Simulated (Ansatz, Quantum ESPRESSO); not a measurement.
# BeSi (Pm-3m): phonons by linear response

How does BeSi (Pm-3m) vibrate, and is this structure a minimum?

Program: Quantum ESPRESSO 7.5. Level of theory: DFT LDA, scalar-relativistic, plane waves, JTH PAW pseudopotentials. Results are calculated unless marked as measured.

The structure was built from a prototype and need not be the compound's stable phase.

### 1. The starting structure

Symmetry: Pm-3m, No. 221, cubic system. Conventional cell: a = 2.796 Å, b = 2.796 Å, c = 2.796 Å, α = 90.00°, β = 90.00°, γ = 90.00°. Be has 8 Si at 2.42 Å nearest. Si has 8 Be at 2.42 Å nearest. Farther neighbours are not listed.

As a file:

```
CELL_PARAMETERS angstrom
2.79566 0.00000 0.00000
0.00000 2.79566 0.00000
0.00000 0.00000 2.79566
ATOMIC_POSITIONS crystal
Be 0.00000 0.00000 0.00000
Si 0.50000 0.50000 0.50000
```

### 2. A first look

Before anything dear is run, a loose run with smearing shows whether this is a metal and how far the cell is from rest.

probe.in reads:

```
 &control
    calculation='scf',
    prefix='x',
    outdir='./tmp',
    pseudo_dir='./pseudo',
    tprnfor=.true.,
    tstress=.true.,
    verbosity='high',
 /
 &system
    ibrav=1,
    celldm(1)=5.28302518,
    nat=2,
    ntyp=2,
    ecutwfc=50.0,
    ecutrho=250.0,
    occupations='smearing',
    smearing='gaussian',
    degauss=0.01,
 /
 &electrons
    conv_thr=1.0d-07,
    mixing_beta=0.7,
    electron_maxstep=100,
 /
ATOMIC_SPECIES
 Be      9.0122  Be.upf
 Si     28.0850  Si.upf
ATOMIC_POSITIONS crystal
 Be     0.000000000   0.000000000   0.000000000
 Si     0.500000000   0.500000000   0.500000000
K_POINTS automatic
 6 6 6 0 0 0
```

The run is started by

```bash
OMP_NUM_THREADS=1 mpirun -n 4 pw.x -nk 4 -in probe.in > probe.out
```

The log of the run:

```text
[banners, grids, parts of the stress and lines that vanish by symmetry left out]
Program PWSCF v.7.5
     file Be.upf: wavefunction(s)  2P 0P renormalized
     file Si.upf: wavefunction(s)  0S 0P renormalized
[...]
kinetic-energy cutoff     =      50.0000  Ry
     charge density cutoff     =     250.0000  Ry
     scf convergence threshold =      1.0E-07
[...]
Exchange-correlation= SLA PW NOGX NOGC
                           (   1   4   0   0   0   0   0)
[...]
48 Sym. Ops., with inversion, found
[...]
(     0          1          0      )
                  (     0          0          1      )
[...]
(  0.0000000  1.0000000  0.0000000 )
                  (  0.0000000  0.0000000  1.0000000 )
[...]
(     0         -1          0      )
                  (     0          0          1      )
[...]
(  0.0000000 -1.0000000  0.0000000 )
[...]
(     0          0          1      )
                  (     1          0          0      )
[...]
( -1.0000000  0.0000000  0.0000000 )
                  (  0.0000000  1.0000000  0.0000000 )
[...]
number of k points=    20  Gaussian smearing, width (Ry)=  0.0100
[...]
End of self-consistent calculation
[...]
the Fermi energy is    10.3302 ev
!    total energy              =     -73.77656051 Ry
[...]
convergence has been achieved in   5 iterations
[...]
atom    1 type  1   force =     0.00000000    0.00000000    0.00000000
     atom    2 type  2   force =     0.00000000    0.00000000    0.00000000
[...]
Total force =     0.000000     Total SCF correction =     0.000000
[...]
total   stress  (Ry/bohr**3)                   (kbar)     P=       -6.59
[...]
XML data file, charge density, pseudopotentials, collected wavefunctions

   JOB DONE.
```

The job ended after 2.7 s (4 MPI ranks of Intel Xeon Platinum 8175M at 2.50GHz (Skylake/Cascade Lake), shared host).

Numbers from this step:

```yaml
volume_per_atom: 10.92 Å³
pressure: -0.659 GPa
gap_on_the_k_mesh: 0 eV
```

No gap opens on this mesh, so smearing is kept; the start stands at -0.66 GPa.

### 3. Relaxation

The relaxation runs at a cutoff a fifth above that of the response, since stress converges more slowly with the basis than frequencies do. Forces and stress are brought to rest with tight thresholds.

relax.in reads:

```
 &control
    calculation='vc-relax',
    prefix='x',
    outdir='./tmp',
    pseudo_dir='./pseudo',
    tprnfor=.true.,
    tstress=.true.,
    forc_conv_thr=2.0d-05,
    etot_conv_thr=1.0d-07,
    nstep=40,
 /
 &system
    ibrav=1,
    celldm(1)=5.28302518,
    nat=2,
    ntyp=2,
    ecutwfc=60,
    ecutrho=300.0,
    occupations='smearing',
    smearing='gaussian',
    degauss=0.02,
 /
 &electrons
    conv_thr=1.0d-11,
    mixing_beta=0.7,
    electron_maxstep=100,
 /
 &ions
 /
 &cell
    press_conv_thr=0.2,
 /
ATOMIC_SPECIES
 Be      9.0122  Be.upf
 Si     28.0850  Si.upf
ATOMIC_POSITIONS crystal
 Be     0.000000000   0.000000000   0.000000000
 Si     0.500000000   0.500000000   0.500000000
K_POINTS automatic
 12 12 12 0 0 0
```

The run is started by

```bash
OMP_NUM_THREADS=1 mpirun -n 4 pw.x -nk 4 -in relax.in > relax.out
```

The log of the run:

```text
[banners, grids, parts of the stress and lines that vanish by symmetry left out]
[banner, memory and clock lines left out]
Program PWSCF v.7.5

[...]
kinetic-energy cutoff     =      60.0000  Ry
     charge density cutoff     =     300.0000  Ry
     scf convergence threshold =      1.0E-11
[...]
energy convergence thresh.=      1.0E-07
     force convergence thresh. =      2.0E-05
     press convergence thresh. =      2.0E-01
     Exchange-correlation= SLA PW NOGX NOGC
                           (   1   4   0   0   0   0   0)
[...]
48 Sym. Ops., with inversion, found
[...]
number of k points=    84  Gaussian smearing, width (Ry)=  0.0200
[...]
End of self-consistent calculation
[...]
the Fermi energy is    10.5784 ev
!    total energy              =     -73.78263204 Ry
[...]
convergence has been achieved in   7 iterations
[...]
atom    1 type  1   force =     0.00000000    0.00000000    0.00000000
     atom    2 type  2   force =     0.00000000    0.00000000    0.00000000
     Total force =     0.000000     Total SCF correction =     0.000000
[...]
total   stress  (Ry/bohr**3)                   (kbar)     P=        1.57
[...]
number of bfgs steps    =   0
[...]
CELL_PARAMETERS (alat=  5.28302518)
[...]
ATOMIC_POSITIONS (crystal)
Be               0.0000000000        0.0000000000        0.0000000000
Si               0.5000000000        0.5000000000        0.5000000000
[...]
New effective cutoffs (rho, wfc):  299.71   59.96
[...]
End of self-consistent calculation
[...]
the Fermi energy is    10.5679 ev
!    total energy              =     -73.78263299 Ry
[...]
convergence has been achieved in   6 iterations
[...]
atom    1 type  1   force =     0.00000000    0.00000000    0.00000000
     atom    2 type  2   force =     0.00000000    0.00000000    0.00000000
     Total force =     0.000000     Total SCF correction =     0.000000
[...]
total   stress  (Ry/bohr**3)                   (kbar)     P=        0.79
[...]
number of bfgs steps    =   1
[...]
CELL_PARAMETERS (alat=  5.28302518)
[...]
ATOMIC_POSITIONS (crystal)
Be               0.0000000000        0.0000000000        0.0000000000
Si               0.5000000000        0.5000000000        0.5000000000
[...]
New effective cutoffs (rho, wfc):  299.55   59.92
[...]
End of self-consistent calculation
[...]
the Fermi energy is    10.5573 ev
!    total energy              =     -73.78263330 Ry
[...]
convergence has been achieved in   6 iterations
[...]
atom    1 type  1   force =     0.00000000    0.00000000    0.00000000
     atom    2 type  2   force =     0.00000000    0.00000000    0.00000000
     Total force =     0.000000     Total SCF correction =     0.000000
[...]
total   stress  (Ry/bohr**3)                   (kbar)     P=        0.00
[...]
number of bfgs steps    =   2
[...]
small trust_radius: resetting bfgs history
[...]
CELL_PARAMETERS (alat=  5.28302518)
[...]
ATOMIC_POSITIONS (crystal)
Be               0.0000000000        0.0000000000        0.0000000000
Si               0.5000000000        0.5000000000        0.5000000000
[...]
New effective cutoffs (rho, wfc):  299.55   59.92
[...]
End of self-consistent calculation
[...]
the Fermi energy is    10.5573 ev
!    total energy              =     -73.78263330 Ry
[...]
convergence has been achieved in   1 iterations
[...]
atom    1 type  1   force =     0.00000000    0.00000000    0.00000000
     atom    2 type  2   force =     0.00000000    0.00000000    0.00000000
     Total force =     0.000000     Total SCF correction =     0.000000
[...]
total   stress  (Ry/bohr**3)                   (kbar)     P=        0.01
[...]
bfgs converged in   4 scf cycles and   3 bfgs steps
[...]
End of BFGS Geometry Optimization
     Final enthalpy           =     -73.7826333024 Ry
     File ./tmp/x.bfgs deleted, as requested
[...]
CELL_PARAMETERS (alat=  5.28302518)
[...]
ATOMIC_POSITIONS (crystal)
Be               0.0000000000        0.0000000000        0.0000000000
Si               0.5000000000        0.5000000000        0.5000000000
[...]
Final scf calculation at the relaxed structure.
[...]
kinetic-energy cutoff     =      60.0000  Ry
     charge density cutoff     =     300.0000  Ry
     scf convergence threshold =      1.0E-13
[...]
press convergence thresh. =      2.0E-01
     Exchange-correlation= SLA PW NOGX NOGC
                           (   1   4   0   0   0   0   0)
[...]
48 Sym. Ops., with inversion, found
[...]
number of k points=    84  Gaussian smearing, width (Ry)=  0.0200
[...]
c_bands:  1 eigenvalues not converged
     c_bands:  1 eigenvalues not converged
     c_bands:  1 eigenvalues not converged
[...]
End of self-consistent calculation
[...]
the Fermi energy is    10.5573 ev
!    total energy              =     -73.78263657 Ry
[...]
convergence has been achieved in   8 iterations
[...]
atom    1 type  1   force =     0.00000000    0.00000000    0.00000000
     atom    2 type  2   force =     0.00000000    0.00000000    0.00000000
     Total force =     0.000000     Total SCF correction =     0.000000
[...]
total   stress  (Ry/bohr**3)                   (kbar)     P=        0.01
[...]
XML data file, charge density, pseudopotentials, collected wavefunctions
```

Wall time 20 s (4 MPI ranks); 78 s of CPU time.

Little changed from the start: no atom moved by 0.005 Å and no cell edge by 0.1 %.

The last row of the table of steps is pw.x's closing run on a basis chosen anew for the final cell, so its energy can jump.

This step gave:

```
volume per atom : 10.94 Å³
pressure        : 0.001 GPa
```

### 4. Ground state

The response is built on this ground state, so it is converged far tighter than an energy would need. Smearing stays on, as the first look found no gap above 0.3 eV.

scf.in reads:

```
 &control
    calculation='scf',
    prefix='x',
    outdir='./tmp',
    pseudo_dir='./pseudo',
    tprnfor=.true.,
    tstress=.true.,
 /
 &system
    ibrav=1,
    celldm(1)=5.28585066,
    nat=2,
    ntyp=2,
    ecutwfc=50.0,
    ecutrho=250.0,
    occupations='smearing',
    smearing='gaussian',
    degauss=0.02,
 /
 &electrons
    conv_thr=1.0d-12,
    mixing_beta=0.7,
    electron_maxstep=100,
 /
ATOMIC_SPECIES
 Be      9.0122  Be.upf
 Si     28.0850  Si.upf
ATOMIC_POSITIONS crystal
 Be     0.000000000   0.000000000   0.000000000
 Si     0.500000000   0.500000000   0.500000000
K_POINTS automatic
 12 12 12 0 0 0
```

The run is started by

```bash
OMP_NUM_THREADS=1 mpirun -n 4 pw.x -nk 4 -in scf.in > scf.out
```

The log of the run:

```text
[banners, grids, parts of the stress and lines that vanish by symmetry left out]
[banner, memory and clock lines left out]
Program PWSCF v.7.5

[...]
kinetic-energy cutoff     =      50.0000  Ry
     charge density cutoff     =     250.0000  Ry
     scf convergence threshold =      1.0E-12
[...]
Exchange-correlation= SLA PW NOGX NOGC
                           (   1   4   0   0   0   0   0)
[...]
48 Sym. Ops., with inversion, found
[...]
number of k points=    84  Gaussian smearing, width (Ry)=  0.0200
[...]
End of self-consistent calculation
[...]
the Fermi energy is    10.5574 ev
!    total energy              =     -73.78198210 Ry
[...]
convergence has been achieved in   7 iterations
[...]
atom    1 type  1   force =     0.00000000    0.00000000    0.00000000
     atom    2 type  2   force =     0.00000000    0.00000000    0.00000000
     Total force =     0.000000     Total SCF correction =     0.000000
[...]
total   stress  (Ry/bohr**3)                   (kbar)     P=       -0.57
[...]
XML data file, charge density, pseudopotentials, collected wavefunctions
```

Run time: 5 s. Hardware: 4 MPI ranks; 19 s of CPU time.

Read from the output:

| Item | Value |
| --- | --- |
| pressure | -0.05700 GPa |

The cell stands at -0.057 GPa, close enough for phonons.

[end of part 1 of 4]

[Host names and launcher messages were left out of these logs when they were recorded.]

[Logs are printed without paths, hosts, clocks, repeated set-up lines and the standing remarks that a program may print on its own settings, such as how far it seeks lower states.]

[Hosts, paths, dates, database ids (printed as entryN), source tags and the programs' standing remarks are cut or masked in the printed files.]
